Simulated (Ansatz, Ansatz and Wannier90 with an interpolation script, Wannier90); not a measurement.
Planning a run of Ansatz 0.2.0 on SiO2 (Stishovite). The input:

```yaml
crystal:
  lattice:
    - [4.1773, 0.0, 0.0]
    - [0.0, 4.1773, 0.0]
    - [0.0, 0.0, 2.6652]
  atoms:
    - { symbol: Si, position: [0.0, 0.0, 0.0] }
    - { symbol: Si, position: [0.5, 0.5, 0.5] }
    - { symbol: O, position: [0.3059, 0.3059, 0.0] }
    - { symbol: O, position: [0.1941, 0.8059, 0.5] }
    - { symbol: O, position: [0.6941, 0.6941, 0.0] }
    - { symbol: O, position: [0.8059, 0.1941, 0.5] }
kpoints:
  mp_grid: { grid: [4, 4, 6] }
hamiltonian:
  xc: lda
scf:
  occupations: { method: fixed }
gw:
  n_empty_bands: 194
  ecut_chi: 150.0
  qp_bands: [v12, c4]
  screening: { model: godby_needs }
```

```sh
ansatz run input.yaml --threads 8 --pin off --max-ram 18432MiB --backend cpu --events-out ev --progress --plain --runs-dir out
```

How long will it take on 8 threads of Arm Neoverse V2, shared host, and how much memory?

It took 2 min; on shared hardware allow 60 s to 4 min. Peak host memory was 0.82 GiB. The sizes that set the cost: 913 plane waves a state, 24 irreducible k points, 210 bands summed, 189 plane waves in the screening and 6 SCF cycles.

The screening grows as filled bands × empty bands × pairs of k points, times the square of the screening basis for the matrix.

[Paths, hosts, dates, memory and timing lines, banners, echoed tables and standing remarks are left out of the program output.]

[Logs are printed without paths, hosts, clocks, repeated set-up lines and the standing remarks that a program may print on its own settings, such as how far it seeks lower states.]

[Runs of the session that timed out or met a known fault of the program may be left out.]

[Hosts, paths, dates, database ids (printed as entryN), source tags and the programs' standing remarks are cut or masked in the printed files.]
